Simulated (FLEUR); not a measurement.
# free Ni(111) film, 3 layers: parallel and opposed starts, part 2 of 2

Wanted: the moments of free Ni(111) film, 3 layers and the energy of each order that was tried.

FLEUR MaX-R8.1; PBE; all-electron FLAPW film, Dirac cores, scalar-relativistic bands.

So far, largest spin moment in the muffin-tin sphere (μB): step 2 (order 1, typed as ferro +++) 0.793; step 3 (start moments [1.0, -1.0, 1.0] μB) 0.793.

## Step 4: Start 3: no spin polarisation

Without spin polarisation no moment can form, so the difference from the other runs is what forming moments gains.

The input, inp.xml:

```
<?xml version="1.0" encoding="UTF-8" standalone="no"?>
<fleurInput fleurInputVersion="0.39">
   <comment>
      Ni
   </comment>
   <calculationSetup>
      <cutoffs Kmax="3.66" Gmax="11.0" GmaxXC="11.0" numbands="0"/>
      <scfLoop itmax="120" minDistance="0.00002" maxIterBroyd="15" imix="Anderson" alpha="0.03" precondParam="0.0" spinf="2.0" sdNocoIR="T"/>
      <coreElectrons ctail="T" frcor="F" kcrel="1" coretail_lmax="0"/>
      <xcFunctional name="pbe" relativisticCorrections="F"/>
      <magnetism jspins="1"/>
      <soc l_soc="F" theta="0.0" phi="0.0" spav="F"/>
      <expertModes spex="0" secvar="F"/>
      <geometryOptimization l_f="F" forcealpha="1.0" forcemix="BFGS" epsdisp="0.00001" epsforce="0.00001"/>
      <ldaU l_linMix="F" mixParam="0.05" spinf="1.0"/>
   </calculationSetup>
   <cell>
      <bzIntegration valenceElectrons="54.0" mode="hist" fermiSmearingEnergy="0.00183747">
         <kPointListSelection listName="default-1"/>
         <xi:include xmlns:xi="http://www.w3.org/2001/XInclude" href="kpts.xml"> </xi:include>
      </bzIntegration>
      <xi:include xmlns:xi="http://www.w3.org/2001/XInclude" href="sym.xml"> </xi:include>
      <filmLattice scale="1.0" dVac="12.97" dTilda="15.47">
         <bravaisMatrixFilm>
            <row-1>    4.7086300406703598     0.0000001262337051</row-1>
            <row-2>   -2.3543151296652853     4.0777931691130949</row-2>
         </bravaisMatrixFilm>
         <vacuumEnergyParameters vacuum="1" spinUp="-.25" spinDown="-.25"/>
      </filmLattice>
   </cell>
   <atomSpecies>
      <species name="Nickel (Ni)" element="Ni" atomicNumber="28">
         <mtSphere radius="2.24" gridPoints="741" logIncrement="0.016"/>
         <atomicCutoffs lmax="8" lnonsphr="6"/>
         <electronConfig flipSpins="F">
            <coreConfig>(1s1/2) (2s1/2) (2p1/2) (2p3/2)</coreConfig>
            <valenceConfig>(3s1/2) (3p1/2) (3p3/2) (4s1/2) (3d3/2) (3d5/2)</valenceConfig>
            <stateOccupation state="(3d3/2)" spinUp="1.600000" spinDown="1.600000"/>
            <stateOccupation state="(3d5/2)" spinUp="2.400000" spinDown="2.400000"/>
         </electronConfig>
         <energyParameters s="4" p="4" d="3" f="4"/>
         <lo type="SCLO" l="0" n="3" eDeriv="0"/>
         <lo type="SCLO" l="1" n="3" eDeriv="0"/>
      </species>
   </atomSpecies>
   <atomGroups>
      <atomGroup species="Nickel (Ni)">
         <filmPos label="                   1">-1.000/6.000 1.000/6.000 -3.8446423657</filmPos>
         <filmPos label="                   3">1.000/6.000 -1.000/6.000 3.8446423657</filmPos>
         <force calculate="T" relaxXYZ="TTT"/>
      </atomGroup>
      <atomGroup species="Nickel (Ni)">
         <filmPos label="                   2">1.000/2.000 1.000/2.000 .0000000000</filmPos>
         <force calculate="T" relaxXYZ="TTT"/>
      </atomGroup>
   </atomGroups>
   <output dos="F" band="F" slice="F">
      <bandDOS minEnergy="-.5*Htr" maxEnergy="0.5*Htr" sigma="0.015" storeEVData="T"/>
      <plotting iplot="0" polar="F">
         <plot TwoD="T" vec1="  1.0  0.0  0.0" vec2="  0.0  1.0  0.0" vec3="  0.0  0.0  1.0" zero="  0.0  0.0 -0.5" file="plot"/>
      </plotting>
      <moessbauerParams electricFieldGradient="F" isomerShift="T" coreHyperfine="T" valenceHyperfine="T"/>
   </output>
</fleurInput>
```

The input, crystal.txt:

```
Ni
&input film=T cartesian=F /
2.49169971213  0.00000006680  0.00000000000
-1.24584991392  2.15787521590  0.00000000000
0.00000000000  0.00000000000  1.00000000000
1.8897261246
1.0 1.0 1.0

3
28 0.00000000000  0.00000000000  -3.84464236570
28 0.66666666667  0.33333333333  0.00000000000
28 0.33333333333  0.66666666667  3.84464236570

&kpt div1=12 div2=12 div3=1 gamma=T /
```

Command:

```
> OMP_NUM_THREADS=1 inpgen -f crystal.txt > inpgen.log  # inp.xml is then edited as shown
> OMP_NUM_THREADS=1 mpirun -n 4 fleur_MPI > fleur.log
```

Log:

```text
[banner, memory and clock lines left out]
Welcome to FLEUR        (www.flapw.de)
      MaX-Release 8.1          (www.max-centre.eu)

 ========== k-point set info ==========
 Selected k-point list: default-1
 k-point list type: mesh
 0 x 0 x 0
 Number of k points: 20

 [... set-up left out ...]
 Iteration:     1   Distance:      26.56129491 me/bohr^3
 [... lines of the core solver left out ...]
 Iteration:     2   Distance:      17.18145554 me/bohr^3
 [... lines of the core solver left out ...]
 Iteration:     3   Distance:      20.22893060 me/bohr^3
[...]
<FermiEnergy value="-0.1891435429" units="Htr"/>
         [... left out ...]
         <totalEnergy value="    -4562.4338298010" units="Htr">
            <sumOfEigenvalues value="    -2658.8186232585">
               <coreElectrons value="-2582.0767048769"/>
               <valenceElectrons value="-76.7419183816"/>
            </sumOfEigenvalues>
         [... left out ...]
            <freeEnergy value="-4562.4376719109"/>
            <extrapolationTo0K value="-4562.4357508559"/>
         </totalEnergy>
         <densityConvergence units="me/bohr^3">
            <chargeDensity spin="1" distance="0.0000115857"/>
         </densityConvergence>
      </iteration>
```

Run time: 18 s. Hardware: 4 MPI ranks of Arm Neoverse V1, shared host; peak memory 0.21 GiB.

This step gave:

| Item | Value |
| --- | --- |
| free energy | -124150.2537 eV |
| program's band gap on this mesh (in a metal only a level spacing) | 0.001536 eV |
| final state | non-magnetic (no spin polarisation) |

It lies 72.7 meV a seeded atom over the first start.

## Step 5: Ranking

Free energies are divided by the number of seeded atoms.

Orders:

| start | final state | typed order kept | energy over the lowest (meV a seeded atom) | largest sphere moment (μB) | net moment (μB a primitive cell) | mesh matched | CPU time (s) |
| --- | --- | --- | --- | --- | --- | --- | --- |
| ferro +++ | ferromagnetic | yes | 0 | 0.7933 | 2.184 | yes | 131.1 |
| ferri +-+ | ferromagnetic | no | 0 | 0.7933 | 2.184 | yes | 170.2 |
| no spin polarisation | non-magnetic | - | 72.74 | 0 | 0 | yes | 73.39 |

## Step 6: Spin–orbit coupling, moments along z

Spin–orbit coupling ties the spins to the lattice and lets orbital moments form.

A new self-consistent run of the start ferro +++, with the moments along z.

The input, inp.xml:

```
<?xml version="1.0" encoding="UTF-8" standalone="no"?>
<fleurInput fleurInputVersion="0.39">
   <comment>
      Ni
   </comment>
   <calculationSetup>
      <cutoffs Kmax="3.66" Gmax="11.0" GmaxXC="11.0" numbands="114"/>
      <scfLoop itmax="120" minDistance="0.00002" maxIterBroyd="15" imix="Anderson" alpha="0.03" precondParam="0.0" spinf="2.0" sdNocoIR="T"/>
      <coreElectrons ctail="T" frcor="F" kcrel="1" coretail_lmax="0"/>
      <xcFunctional name="pbe" relativisticCorrections="F"/>
      <magnetism jspins="2"/>
      <soc l_soc="T" theta="0.0" phi="0.0" spav="F"/>
      <expertModes spex="0" secvar="F"/>
      <geometryOptimization l_f="F" forcealpha="1.0" forcemix="BFGS" epsdisp="0.00001" epsforce="0.00001"/>
      <ldaU l_linMix="F" mixParam="0.05" spinf="1.0"/>
   </calculationSetup>
   <cell>
      <bzIntegration valenceElectrons="54.0" mode="hist" fermiSmearingEnergy="0.00183747">
         <kPointListSelection listName="default-1"/>
         <xi:include xmlns:xi="http://www.w3.org/2001/XInclude" href="kpts.xml"> </xi:include>
      </bzIntegration>
      <xi:include xmlns:xi="http://www.w3.org/2001/XInclude" href="sym.xml"> </xi:include>
      <filmLattice scale="1.0" dVac="12.97" dTilda="15.47">
         <bravaisMatrixFilm>
            <row-1>    4.7086300406703598     0.0000001262337051</row-1>
            <row-2>   -2.3543151296652853     4.0777931691130949</row-2>
         </bravaisMatrixFilm>
         <vacuumEnergyParameters vacuum="1" spinUp="-.25" spinDown="-.25"/>
      </filmLattice>
   </cell>
   <atomSpecies>
      <species name="Nickel (Ni1.000" element="Ni" atomicNumber="28">
         <mtSphere radius="2.24" gridPoints="741" logIncrement="0.016"/>
         <atomicCutoffs lmax="8" lnonsphr="6"/>
         <electronConfig flipSpins="F">
            <coreConfig>(1s1/2) (2s1/2) (2p1/2) (2p3/2)</coreConfig>
            <valenceConfig>(3s1/2) (3p1/2) (3p3/2) (4s1/2) (3d3/2) (3d5/2)</valenceConfig>
            <stateOccupation state="(3d3/2)" spinUp="1.6" spinDown="1.6"/>
            <stateOccupation state="(3d5/2)" spinUp="2.9" spinDown="1.9"/>
         </electronConfig>
         <energyParameters s="4" p="4" d="3" f="4"/>
         <lo type="SCLO" l="0" n="3" eDeriv="0"/>
         <lo type="SCLO" l="1" n="3" eDeriv="0"/>
      </species>
   </atomSpecies>
   <atomGroups>
      <atomGroup species="Nickel (Ni1.000">
         <filmPos label="                   1">-1.000/6.000 1.000/6.000 -3.8446423657</filmPos>
         <filmPos label="                   3">1.000/6.000 -1.000/6.000 3.8446423657</filmPos>
         <force calculate="T" relaxXYZ="TTT"/>
      </atomGroup>
      <atomGroup species="Nickel (Ni1.000">
         <filmPos label="                   2">1.000/2.000 1.000/2.000 .0000000000</filmPos>
         <force calculate="T" relaxXYZ="TTT"/>
      </atomGroup>
   </atomGroups>
   <output dos="F" band="F" slice="F">
      <bandDOS minEnergy="-.5*Htr" maxEnergy="0.5*Htr" sigma="0.015" storeEVData="T"/>
      <plotting iplot="0" polar="F">
         <plot TwoD="T" vec1="  1.0  0.0  0.0" vec2="  0.0  1.0  0.0" vec3="  0.0  0.0  1.0" zero="  0.0  0.0 -0.5" file="plot"/>
      </plotting>
      <moessbauerParams electricFieldGradient="F" isomerShift="T" coreHyperfine="T" valenceHyperfine="T"/>
   </output>
</fleurInput>
```

The input, crystal.txt:

```
Ni
&input film=T cartesian=F /
2.49169971213  0.00000006680  0.00000000000
-1.24584991392  2.15787521590  0.00000000000
0.00000000000  0.00000000000  1.00000000000
1.8897261246
1.0 1.0 1.0

3
28 0.00000000000  0.00000000000  -3.84464236570 : 1.000
28 0.66666666667  0.33333333333  0.00000000000 : 1.000
28 0.33333333333  0.66666666667  3.84464236570 : 1.000

&soc 0.0000000 0.0000000 /
&kpt div1=12 div2=12 div3=1 gamma=T /
```

Log:

```text
[banner, memory and clock lines left out]
Welcome to FLEUR        (www.flapw.de)
      MaX-Release 8.1          (www.max-centre.eu)

 ========== k-point set info ==========
 Selected k-point list: default-1
 k-point list type: mesh
 0 x 0 x 0
 Number of k points: 28

 [... set-up left out ...]
 Iteration:     1   Distance:      24.33513558 me/bohr^3
 [... lines of the core solver left out ...]
 Iteration:     2   Distance:      15.15127552 me/bohr^3
 [... lines of the core solver left out ...]
 Iteration:     3   Distance:      16.30208263 me/bohr^3
 [... lines of the core solver left out ...]
 Iteration:     4   Distance:      15.74132350 me/bohr^3
 [... lines of the core solver left out ...]
 Iteration:     5   Distance:       8.61978412 me/bohr^3
 [... lines of the core solver left out ...]
 Iteration:     6   Distance:      14.32484344 me/bohr^3
 [... lines of the core solver left out ...]
 Iteration:     7   Distance:       5.99355414 me/bohr^3
 [... lines of the core solver left out ...]
[... rest left out ...]

--- out.xml (last complete iteration) ---
<iteration numberForCurrentRun="   35" overallNumber="   35">
         [... left out ...]
         <bandgap value="0.0005789440" units="eV"/>
         <sumValenceSingleParticleEnergies value="-76.9834528335" units="Htr"/>
         <FermiEnergy value="-0.1833233534" units="Htr"/>
         [... left out ...]
         <magneticMomentsInMTSpheres units="muBohr">
            <globalMagMoment atomType="1" vec="0.00000   0.00000   0.73876"/>
            <globalMagMoment atomType="2" vec="0.00000   0.00000   0.78845"/>
         </magneticMomentsInMTSpheres>
         <orbitalMomentsInMTSpheres units="muBohr">
            <globalMagMoment atomType="1" vec="0.00000   0.00000   0.05119"/>
            <globalMagMoment atomType="2" vec="0.00000   0.00000   0.06750"/>
         </orbitalMomentsInMTSpheres>
         [... left out ...]
         <totalEnergy value="    -4562.4467201798" units="Htr">
            <sumOfEigenvalues value="    -2659.1917347037">
               <coreElectrons value="-2582.2082818703"/>
               <valenceElectrons value="-76.9834528335"/>
            </sumOfEigenvalues>
         [... left out ...]
            <freeEnergy value="-4562.4483898695"/>
            <extrapolationTo0K value="-4562.4475550247"/>
         </totalEnergy>
         <densityConvergence units="me/bohr^3">
            <chargeDensity spin="1" distance="0.0000093898"/>
            <chargeDensity spin="2" distance="0.0000160888"/>
            <overallChargeDensity distance="0.0000190008"/>
            <spinDensity distance="0.0000182484"/>
         </densityConvergence>
      </iteration>
```

Wall time 87 s (4 MPI ranks); peak memory 0.35 GiB.

Spin moment in the muffin-tin sphere by atom:

| atom | spin moment in the muffin-tin sphere (μB) |
| --- | --- |
| Ni1 | 0.739 |
| Ni2 | 0.788 |
| Ni3 | 0.739 |

This step gave:

```
free energy                                                       : -124150.5454 eV
program's band gap on this mesh (in a metal only a level spacing) : 5.79e-4 eV
magnetization                                                     : 2.169 μB
final state                                                       : ferromagnetic
orbital moment along the spin                                     : 0.0675 μB
```

Orbital moment in the sphere, along the spin axis by atom:

```
atom  orbital moment in the sphere, along the spin axis (μB)
 Ni1                                                  0.0512
 Ni2                                                  0.0675
 Ni3                                                  0.0512
```

Fields along z, the direction of positive moments; semicore shells count as valence. Hyperfine fields at the nuclei:

```csv
atom,core contact (T),valence contact (T),dipolar (T),orbital (T),sum (T),density at the nucleus (e/bohr³)
Ni1,-22.88,14.43,-0.01389,4.431,-4.035,19692
Ni2,-24.95,13.83,0.02185,5.98,-5.114,19692
Ni3,-22.88,14.43,-0.01389,4.431,-4.035,19692
```

## Step 7: Outcome

| Item | Value |
| --- | --- |
| lowest state found | ferromagnetic (typed ferro +++) |
| largest site spin moment | 0.793 μB |
| next finished state | non-magnetic, 72.7 meV a seeded atom higher |
| energy gained by spin polarisation | 72.7 meV a seeded atom |
| hyperfine field at Ni2, along its moment | -5.11 T |
| orbital moment on the atom of largest spin, along its spin (spin–orbit run) | 0.0675 μB |

The lowest state found is ferromagnetic, reached from the start ferro +++, with moments up to 0.793 μB. 1 start left the typed pattern (a sign turned, or a seeded moment died or shrank under 0.15 μB), so such an energy belongs to the state reached, not the one typed. At Ni2 the core shells give -25.0 T and the valence and semicore s states 13.8 T along the moment, -14.1 T per μB together; orbital and dipolar parts add 6.0 T. Semilocal functionals tend to give too weak a core polarisation. The orbital moment is parallel to the spin, as Hund's third rule has it for a shell over half filled. Only 3 starts were tried; other patterns of signs, canted and longer-period orders were not.

[Logs and program files are shortened in this print: banners, set-up blocks, solver, clock and traceback lines can be left out without a mark of their own.]

[Logs are printed without paths, hosts, clocks, repeated set-up lines and the standing remarks that a program may print on its own settings, such as how far it seeks lower states.]

[Hosts, paths, dates, database ids (printed as entryN), source tags and the programs' standing remarks are cut or masked in the printed files.]

[Where a cell is said to come from a database of computed structures, the database is the Materials Project.]
